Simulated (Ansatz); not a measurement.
# Nb wire along [111], 19 atoms a period: bands along the axis

Aim: is the Nb wire along [111], 19 atoms a period a metal or a semiconductor?

Method: DFT PBE, plane waves, PAW; relaxation of a wire's period; PAW set soft_1, in the first sound run; inputs show where later runs differ, in Ansatz 0.2.0.

### Step 1. The starting structure

The cell holds 19 atoms: 19 Nb. Its edges and angles: a = 16.162 Å, b = 17.610 Å, c = 2.867 Å, α = 90.0°, β = 90.0°, γ = 90.0°. Vacuum lies along a and b. The structure's axis is c.

### Step 2. Relaxation of atoms and period

Band widths follow the bond lengths, so the wire is relaxed first. The atoms and the third cell vector are free; the box across stays fixed as vacuum. A Fermi-Dirac smearing is set since the result may be a metal. The pressure printed is a third of the stress's trace over the whole box, vacuum included; only the stress along the axis is relaxed.

input.yaml

```yaml
crystal:
  lattice:
    - [16.162, 0.0, 0.0]
    - [0.0, 17.61, 0.0]
    - [0.0, 0.0, 2.8665440865]
  atoms:
    - { symbol: Nb, position: [0.210370004, 0.500011775, 0.0] }
    - { symbol: Nb, position: [0.355186453, 0.730216518, 0.0] }
    - { symbol: Nb, position: [0.500002901, 0.500011775, 0.0] }
    - { symbol: Nb, position: [0.64481935, 0.730216518, 0.0] }
    - { symbol: Nb, position: [0.210370004, 0.653481604, 0.333333333] }
    - { symbol: Nb, position: [0.355186453, 0.423276861, 0.333333333] }
    - { symbol: Nb, position: [0.500002901, 0.193072118, 0.333333333] }
    - { symbol: Nb, position: [0.500002901, 0.653481604, 0.333333333] }
    - { symbol: Nb, position: [0.64481935, 0.423276861, 0.333333333] }
    - { symbol: Nb, position: [0.789635799, 0.653481604, 0.333333333] }
    - { symbol: Nb, position: [0.210370004, 0.346541947, 0.666666667] }
    - { symbol: Nb, position: [0.355186453, 0.57674669, 0.666666667] }
    - { symbol: Nb, position: [0.500002901, 0.346541947, 0.666666667] }
    - { symbol: Nb, position: [0.500002901, 0.806951433, 0.666666667] }
    - { symbol: Nb, position: [0.64481935, 0.57674669, 0.666666667] }
    - { symbol: Nb, position: [0.789635799, 0.346541947, 0.666666667] }
    - { symbol: Nb, position: [0.355186453, 0.269807032, 0.0] }
    - { symbol: Nb, position: [0.64481935, 0.269807032, 0.0] }
    - { symbol: Nb, position: [0.789635799, 0.500011775, 0.0] }
kpoints:
  mp_grid: { grid: [1, 1, 28] }
scf:
  occupations: { method: fermi_dirac, width: 0.05 }
hamiltonian:
  xc: pbe
  pseudopotentials: { kind: paw, azcp: { folder: soft_1 } }
relax:
  cell: { fix: [a, b, alpha, beta, gamma] }
  max_steps: 45
  f_tol: 0.03
```

Command:

```sh
ansatz run input.yaml --threads 4 --pin off --max-ram 16384MiB --backend cpu --events-out ev --progress --plain --runs-dir out
```

Numbers of over 12 decimals in the logs are rounded to 6 here.

Output:

```text
Engine: ansatz 0.2.0, x86_64-unknown-linux-gnu
Pseudopotentials: kind: paw
Pseudopotential: Nb, paw, valence charge 13, recommended cutoff 420 eV (normal), soft_1/Nb.paw.azcp
Functional definition: PBE
  parameter kappa = 0.804
  parameter beta = 0.066725
  exchange = pbe_x(kappa = kappa, mu = beta*pi^2/3)
  correlation = pbe_c(beta = beta)
Crystal: 19 atoms, lattice volume = 815.855 Å³
Basis set: ecut = 420 eV, 15917 PW (Γ), exchange–correlation on 240×240×40 points (8 copies of the dense FFT grid, shifted against one another)
Bands: 149, of which v1, the nominal top of the filled ones, is band 124 counted from 1 (123 counted from 0)
Symmetry: 4 space group operations
Space group: P2/m (ITA 10), of the structure as read, at distance tolerance 9.3e-5 Å
k-points: 15 of 28
Non-local potential: Nb, projectors of the file, l = 0: 3, l = 1: 2, l = 2: 2, l = 3: 1
PAW form: soft (Blöchl's): semilocal exchange-correlation on the pseudo side does not see the compensation charge
PAW one-centre angular grid: Nb, 590 points (default); XC on 64 Gauss nodes
Initial density: superposition of atomic densities (neutral atoms: chi_scale 0, normalization atom)
Initial wavefunctions: pseudopotential atomic-orbital guess
Functional: x = pbe(κ = 0.804, μ = 0.219515), c = pbe(β = 0.066725)
SCF iter   1: F=—  HF=-86500.569991 eV  |F-HF|=—  |Δ(HF+E_count)|=         —  Δρ=6.10e-2  dr2=2.78e2  ethr=3.10e-3  ⟨swp⟩=10.7  Hψ=10990  notcnv=0  defer=3
preconditioner: auto → LDOS  [metal: Δε(μ)=0.013 eV  Ē_g=3.665 eV  σ=0.050 eV  W_gap=0.06  n_scr=124 (ndim 8)  ℏωp=12.7 eV  f_vac=0.435  D(μ)=18.16/eV (n_scr^D=92)  β→1.0]
SCF iter   2: F=—  HF=-86495.961828 eV  |F-HF|=—  |Δ(HF+E_count)|=    4.61e0  Δρ=6.46e-2  dr2=5.44e2  ethr=3.10e-3  ⟨swp⟩=6.6  Hψ=6631  notcnv=0  defer=94
SCF iter   3: F=—  HF=-86478.585452 eV  |F-HF|=—  |Δ(HF+E_count)|=    1.74e1  Δρ=1.53e-2  dr2=2.51e1  ethr=3.10e-3  ⟨swp⟩=5.1  Hψ=5977  notcnv=0  defer=27
SCF iter   4: F=—  HF=-86477.769986 eV  |F-HF|=—  |Δ(HF+E_count)|=   8.15e-1  Δρ=4.63e-3  dr2=1.39e0  ethr=3.10e-3  ⟨swp⟩=2.5  Hψ=2843  notcnv=0  defer=71
SCF iter   5: F=—  HF=-86477.697545 eV  |F-HF|=—  |Δ(HF+E_count)|=   7.24e-2  Δρ=1.69e-3  dr2=1.31e-1  ethr=5.64e-4  ⟨swp⟩=2.7  Hψ=3182  notcnv=0  defer=71
SCF iter   6: F=—  HF=-86477.696537 eV  |F-HF|=—  |Δ(HF+E_count)|=   1.01e-3  Δρ=5.83e-4  dr2=1.66e-2  ethr=5.29e-5  ⟨swp⟩=2.0  Hψ=3146  notcnv=0  defer=71
SCF iter   7: F=—  HF=-86477.696077 eV  |F-HF|=—  |Δ(HF+E_count)|=   4.59e-4  Δρ=1.56e-4  dr2=4.00e-4  ethr=6.74e-6  ⟨swp⟩=2.0  Hψ=2866  notcnv=0  defer=71
SCF iter   8: F=—  HF=-86477.696122 eV  |F-HF|=—  |Δ(HF+E_count)|=   4.48e-5  Δρ=6.10e-5  dr2=1.16e-4  ethr=1.62e-7  ⟨swp⟩=3.3  Hψ=4033  notcnv=0  defer=71
SCF iter   9: F=—  HF=-86477.696132 eV  |F-HF|=—  |Δ(HF+E_count)|=   9.35e-6  Δρ=1.68e-5  dr2=1.36e-5  ethr=4.70e-8  ⟨swp⟩=2.0  Hψ=2889  notcnv=0  defer=71
SCF iter  10: F=—  HF=-86477.695702 eV  |F-HF|=—  |Δ(HF+E_count)|=   4.29e-4  Δρ=7.13e-6  dr2=9.46e-7  ethr=5.51e-9  ⟨swp⟩=2.3  Hψ=3036  notcnv=0  defer=71
SCF iter  11: F=—  HF=-86477.695703 eV  |F-HF|=—  |Δ(HF+E_count)|=   3.78e-7  Δρ=2.79e-6  dr2=1.57e-7  ethr=3.83e-10  ⟨swp⟩=2.7  Hψ=3435  notcnv=0  defer=71
SCF iter  12: F=-86477.695703 eV  HF=-86477.695703 eV  |F-HF|=5.40e-9  |Δ(HF+E_count)|=   8.50e-9  Δρ=9.49e-7  dr2=1.53e-8  ethr=4.05e-11  ⟨swp⟩=5.0  Hψ=6894  notcnv=0
SCF 1 converged in 12 iterations: F = -86477.695703 eV  dr2 = 1.53e-8
  greatest PAW one-centre occupation: 0.998 electrons in one spin orbital (limit 2), on the Nb atom at site 2 (counted from 0), in its partial waves of l = 0
relax step   1: F+E_penalty+E_count = -86477.69570288 eV  Δ(F+E_penalty+E_count) = +0.000e0 eV  max|allowed force component| = 1.403e0 eV/Å  Δτ_max = 0.0000 Å  P = -4.737 GPa  Ω = 815.855 Å³  fix = [a, b, alpha, beta, gamma]  reactions: a -4.062, b -4.099 GPa; alpha -0.001 GPa/rad  (12 SCF iters, dr2 threshold 1.00e-7 eV, accepted)
Crystal: 19 atoms, lattice volume = 780.002 Å³
Basis set: ecut = 420 eV, 15325 PW (Γ), exchange–correlation on 240×240×40 points (8 copies of the dense FFT grid, shifted against one another)
Initial density: handed on by an earlier stage of this run
Initial wavefunctions: those handed on with the density
iter 1 solved again at ethr=1.75e-3 eV; its pass at ethr=3.10e-3 eV (dr2=4.32e0 eV) is discarded
SCF iter   1: F=—  HF=-86479.382044 eV  |F-HF|=—  |Δ(HF+E_count)|=         —  Δρ=1.33e-2  dr2=4.33e0  ethr=1.75e-3  ⟨swp⟩=2.0  Hψ=12654  notcnv=0  defer=2
preconditioner: auto → LDOS  [metal: Δε(μ)=0.007 eV  Ē_g=3.195 eV  σ=0.050 eV  W_gap=0.03  n_scr=114 (ndim 8)  ℏωp=13.0 eV  f_vac=0.465  D(μ)=25.37/eV (n_scr^D=158)  β→1.0]
SCF iter   2: F=—  HF=-86479.165874 eV  |F-HF|=—  |Δ(HF+E_count)|=   2.16e-1  Δρ=7.50e-3  dr2=1.97e0  ethr=1.75e-3  ⟨swp⟩=3.1  Hψ=3855  notcnv=0  defer=16
SCF iter   3: F=—  HF=-86478.994373 eV  |F-HF|=—  |Δ(HF+E_count)|=   1.72e-1  Δρ=2.29e-3  dr2=1.95e-1  ethr=7.97e-4  ⟨swp⟩=2.3  Hψ=3519  notcnv=0  defer=83
SCF iter   4: F=—  HF=-86478.974492 eV  |F-HF|=—  |Δ(HF+E_count)|=   1.99e-2  Δρ=6.19e-4  dr2=5.51e-3  ethr=7.91e-5  ⟨swp⟩=2.7  Hψ=4117  notcnv=0  defer=84
SCF iter   5: F=—  HF=-86478.975110 eV  |F-HF|=—  |Δ(HF+E_count)|=   6.18e-4  Δρ=1.79e-4  dr2=4.06e-4  ethr=2.23e-6  ⟨swp⟩=2.4  Hψ=3360  notcnv=0  defer=84
SCF iter   6: F=—  HF=-86478.974937 eV  |F-HF|=—  |Δ(HF+E_count)|=   1.73e-4  Δρ=5.93e-5  dr2=1.11e-4  ethr=1.64e-7  ⟨swp⟩=2.7  Hψ=3961  notcnv=0  defer=84
SCF iter   7: F=—  HF=-86478.974957 eV  |F-HF|=—  |Δ(HF+E_count)|=   1.97e-5  Δρ=2.29e-5  dr2=1.81e-5  ethr=4.48e-8  ⟨swp⟩=2.0  Hψ=2823  notcnv=0  defer=84
SCF iter   8: F=-86478.974959 eV  HF=-86478.974960 eV  |F-HF|=9.89e-7  |Δ(HF+E_count)|=   2.70e-6  Δρ=9.10e-6  dr2=1.77e-6  ethr=7.69e-10  ⟨swp⟩=3.7  Hψ=8505  notcnv=0
SCF 2 converged in 8 iterations: F = -86478.974959 eV  dr2 = 1.77e-6
relax step   2: F+E_penalty+E_count = -86478.97495884 eV  Δ(F+E_penalty+E_count) = -1.279e0 eV  max|allowed force component| = 7.403e-1 eV/Å  Δτ_max = 0.1948 Å  P = +0.961 GPa  Ω = 780.002 Å³  energy of the carried Pulay correction = +1.984e-3 eV  fix = [a, b, alpha, beta, gamma]  reactions: a +1.052, b +1.041 GPa; alpha -0.023 GPa/rad  (8 SCF iters, dr2 threshold 1.90e-6 eV, accepted)
Crystal: 19 atoms, lattice volume = 784.660 Å³
Basis set: ecut = 420 eV, 15397 PW (Γ), exchange–correlation on 240×240×40 points (8 copies of the dense FFT grid, shifted against one another)
iter 1 solved again at ethr=6.62e-4 eV; its pass at ethr=3.10e-3 eV (dr2=1.64e0 eV) is discarded
[...]
relax step   4: F+E_penalty+E_count = -86479.14083708 eV  Δ(F+E_penalty+E_count) = -2.011e-2 eV  max|allowed force component| = 1.161e-1 eV/Å  Δτ_max = 0.0491 Å  P = -0.193 GPa  Ω = 782.221 Å³  energy of the carried Pulay correction = +1.859e-3 eV  fix = [a, b, alpha, beta, gamma]  reactions: a -0.039, b -0.091 GPa; alpha -0.039 GPa/rad  (7 SCF iters, dr2 threshold 1.90e-6 eV, accepted)
[...]
relax step   5: F+E_penalty+E_count = -86479.14997494 eV  Δ(F+E_penalty+E_count) = -9.138e-3 eV  max|allowed force component| = 4.587e-2 eV/Å  Δτ_max = 0.0190 Å  P = -0.041 GPa  Ω = 779.910 Å³  energy of the carried Pulay correction = +1.990e-3 eV  fix = [a, b, alpha, beta, gamma]  reactions: a +0.013, b +0.046 GPa; alpha -0.005 GPa/rad  (6 SCF iters, dr2 threshold 8.43e-7 eV, accepted)
[...]
relax step   6: F+E_penalty+E_count = -86479.15501483 eV  Δ(F+E_penalty+E_count) = -5.040e-3 eV  max|allowed force component| = 1.224e-2 eV/Å  Δτ_max = 0.0161 Å  P = -0.029 GPa  Ω = 776.464 Å³  energy of the carried Pulay correction = +2.185e-3 eV  fix = [a, b, alpha, beta, gamma]  reactions: a -0.073, b -0.017 GPa; alpha -0.005 GPa/rad  (8 SCF iters, dr2 threshold 1.32e-7 eV, accepted)
Initial wavefunctions: pseudopotential atomic-orbital guess (no wavefunctions were taken with the density)
iter 1 solved again at ethr=7.08e-6 eV; its pass at ethr=3.10e-3 eV (dr2=1.75e-2 eV) is discarded
SCF iter   1: F=—  HF=-86479.153411 eV  |F-HF|=—  |Δ(HF+E_count)|=         —  Δρ=4.92e-5  dr2=2.65e-6  ethr=7.08e-6  ⟨swp⟩=4.0  Hψ=14424  notcnv=0
eigensolver tolerance schedule: the retry pair's looser diagonalisation over-reported the residual by 6588.11 of it (diagonalisation noise at an unbounded share of the residual, at the tolerance the schedule requests for it); recorded, not acted on — ethr = c·dr2/N_el stays at c = 1.0e-1
preconditioner: auto → LDOS  [metal: Δε(μ)=0.010 eV  Ē_g=3.107 eV  σ=0.050 eV  W_gap=0.05  n_scr=114 (ndim 8)  ℏωp=13.0 eV  f_vac=0.457  D(μ)=26.88/eV (n_scr^D=184)  β→1.0]
SCF iter   2: F=—  HF=-86479.153118 eV  |F-HF|=—  |Δ(HF+E_count)|=   2.92e-4  Δρ=1.02e-5  dr2=8.21e-7  ethr=1.07e-9  ⟨swp⟩=4.1  Hψ=6634  notcnv=0
SCF iter   3: F=—  HF=-86479.153118 eV  |F-HF|=—  |Δ(HF+E_count)|=   1.54e-7  Δρ=3.14e-6  dr2=2.70e-7  ethr=3.33e-10  ⟨swp⟩=2.3  Hψ=3814  notcnv=0
SCF iter   4: F=—  HF=-86479.153118 eV  |F-HF|=—  |Δ(HF+E_count)|=   2.31e-8  Δρ=9.71e-7  dr2=1.38e-8  ethr=1.09e-10  ⟨swp⟩=2.0  Hψ=2908  notcnv=0
SCF iter   5: F=—  HF=-86479.153118 eV  |F-HF|=—  |Δ(HF+E_count)|=   2.53e-9  Δρ=3.29e-7  dr2=5.11e-9  ethr=5.60e-12  ⟨swp⟩=3.1  Hψ=5055  notcnv=0
SCF iter   6: F=—  HF=-86479.153118 eV  |F-HF|=—  |Δ(HF+E_count)|=  4.80e-10  Δρ=9.08e-8  dr2=3.11e-10  ethr=2.07e-12  ⟨swp⟩=2.3  Hψ=2871  notcnv=0
SCF iter   7: F=-86479.153118 eV  HF=-86479.153118 eV  |F-HF|=2.91e-11  |Δ(HF+E_count)|=  7.28e-11  Δρ=3.06e-8  dr2=1.14e-11  ethr=1.00e-12  ⟨swp⟩=4.9  Hψ=6857  notcnv=0
SCF 7 converged in 7 iterations: F = -86479.153118 eV  dr2 = 1.14e-11
relax step   7: F+E_penalty+E_count = -86479.15311830 eV  Δ(F+E_penalty+E_count) = +1.897e-3 eV  max|allowed force component| = 1.234e-2 eV/Å  Δτ_max = 0.0000 Å  P = -0.029 GPa  Ω = 776.464 Å³  fix = [a, b, alpha, beta, gamma]  reactions: a -0.072, b -0.017 GPa; alpha -0.005 GPa/rad  stress off target by 2.91e-3 GPa on what of the cell is left free  SCF on the basis re-selected at this cell (its energy is not comparable with the rows above)  (7 SCF iters)
basis re-selected at this cell: Δ(F+E_penalty+E_count) = +1.897e-3 eV, ΔP = -0.000 GPa vs the last step (what re-selecting the basis moved, of the pressure what is left beyond the Pulay correction that the steps carried, after the strain that the cell walked since its last selection, with what the two solves' SCF thresholds leave and, on support functions, any second-order correction that the steps lacked; it is no m [...]
SCF converged after 7 iterations
Free energy (F): -86479.153118 eV
Harris-Foulkes:  -86479.153118 eV  (|F-HF|=2.91e-11)
Internal energy: -86478.937040 eV  (E = F + TS)
E sigma→0 (E₀):  -86479.045079 eV
Entropy (-TS):   -0.216078 eV (-11.373 meV/atom)
Fermi energy:    5.834499 eV
--- Per-component energies (eV) ---
  E_band       = -4265.766925
  E_kinetic    = 7092.312369
  E_local      = -120477.449584  (includes V_loc(G=0)·N_el)
  E_nonlocal   = 1826.137641
  E_hartree    = 56669.013303
  E_xc         = -3137.998698
  E_vxc        = -3797.686347  (∫ρ·V_xc dr)
  E_paw        = -58568.475125  (= ΣΔE_a)
  E_vpaw       = -2247.109166  (= ΣTr[D̂ρ^β])
  E_aug_tail   = 0.000846  (compensation charges beyond the density's cutoff)
  E_ewald      = 30117.522206
  E_smearing   = -0.216078  (= −TS)
  E_closure    = 0.000000  (closes the sum)
  Σ components = -86479.153118   (vs F -86479.153118, Δ=0.00e0)
--- Forces (eV/Å), atoms counted from 1 ---
  atom   1  Nb     0.00345025     0.00000000     0.00000000
  atom   2  Nb     0.00290135    -0.00438409    -0.00103850
  atom   3  Nb     0.00000000     0.00000000     0.00000000
  atom   4  Nb    -0.00290135    -0.00438409    -0.00103850
  atom   5  Nb    -0.01233833     0.00657994     0.00536051
  atom   6  Nb    -0.00368175    -0.00494166    -0.00345501
  atom   7  Nb     0.00000000    -0.01133771     0.00503234
  atom   8  Nb     0.00000000     0.01164743    -0.00016461
  atom   9  Nb     0.00368175    -0.00494166    -0.00345501
  atom  10  Nb     0.01233833     0.00657994     0.00536051
  atom  11  Nb    -0.01233833    -0.00657994    -0.00536051
  atom  12  Nb    -0.00368175     0.00494166     0.00345501
  atom  13  Nb     0.00000000    -0.01164743     0.00016461
  atom  14  Nb     0.00000000     0.01133771    -0.00503234
  atom  15  Nb     0.00368175     0.00494166     0.00345501
  atom  16  Nb     0.01233833    -0.00657994    -0.00536051
  atom  17  Nb     0.00290135     0.00438409     0.00103850
  atom  18  Nb    -0.00290135     0.00438409     0.00103850
  atom  19  Nb    -0.00345025     0.00000000     0.00000000
  max |Σ_I F_I| component: 8.67e-19 eV/Å
--- Stress (GPa, compression-positive) ---
       -0.072355       0.000000       0.000000
        0.000000      -0.016614       0.004969
        0.000000       0.004969       0.002912
  P = ⅓ Tr σ = -0.0287 GPa (-0.287 kbar)
--- Relaxed structure (6 steps of the walk, 6 accepted, 1 SCFs on fresh bases) ---
  F+E_penalty+E_count = -86479.15311830 eV   max|allowed force component| = 1.234e-2 eV/Å   (the final SCF, on the basis selected at the relaxed cell)
  cell:  # Å, volume = 776.4640 Å³
    - [16.162, 0.0, 0.0]
    - [0.0, 17.61, 0]
    - [0.0, 0, 2.728141]
  atoms:
    - { symbol: Nb, position: [0.208802, 0.500012, 0] }
    - { symbol: Nb, position: [0.354569, 0.730719, -0.000528369] }
    - { symbol: Nb, position: [0.5, 0.500012, 0] }
    - { symbol: Nb, position: [0.645431, 0.730719, -0.000528369] }
    - { symbol: Nb, position: [0.217438, 0.649415, 0.305389] }
    - { symbol: Nb, position: [0.354768, 0.423263, 0.343430] }
    - { symbol: Nb, position: [0.5, 0.201328, 0.305074] }
    - { symbol: Nb, position: [0.5, 0.653469, 0.342965] }
    - { symbol: Nb, position: [0.645232, 0.423263, 0.343430] }
    - { symbol: Nb, position: [0.782562, 0.649415, 0.305389] }
    - { symbol: Nb, position: [0.217438, 0.350609, 0.694611] }
    - { symbol: Nb, position: [0.354768, 0.576761, 0.656570] }
    - { symbol: Nb, position: [0.5, 0.346554, 0.657035] }
    - { symbol: Nb, position: [0.5, 0.798695, 0.694926] }
    - { symbol: Nb, position: [0.645232, 0.576761, 0.656570] }
    - { symbol: Nb, position: [0.782562, 0.350609, 0.694611] }
    - { symbol: Nb, position: [0.354569, 0.269305, 0.000528369] }
    - { symbol: Nb, position: [0.645431, 0.269305, 0.000528369] }
    - { symbol: Nb, position: [0.791198, 0.500012, 0] }
```

Wall time 6.9 min (4 threads of Intel Xeon Platinum 8259CL at 2.50GHz (Skylake/Cascade Lake), shared host); peak memory 3.3 GiB.

(Continued in part 2 of 2.)

[Logs are printed without paths, hosts, clocks, repeated set-up lines and the standing remarks that a program may print on its own settings, such as how far it seeks lower states.]

[Hosts, paths, dates, database ids (printed as entryN), source tags and the programs' standing remarks are cut or masked in the printed files.]
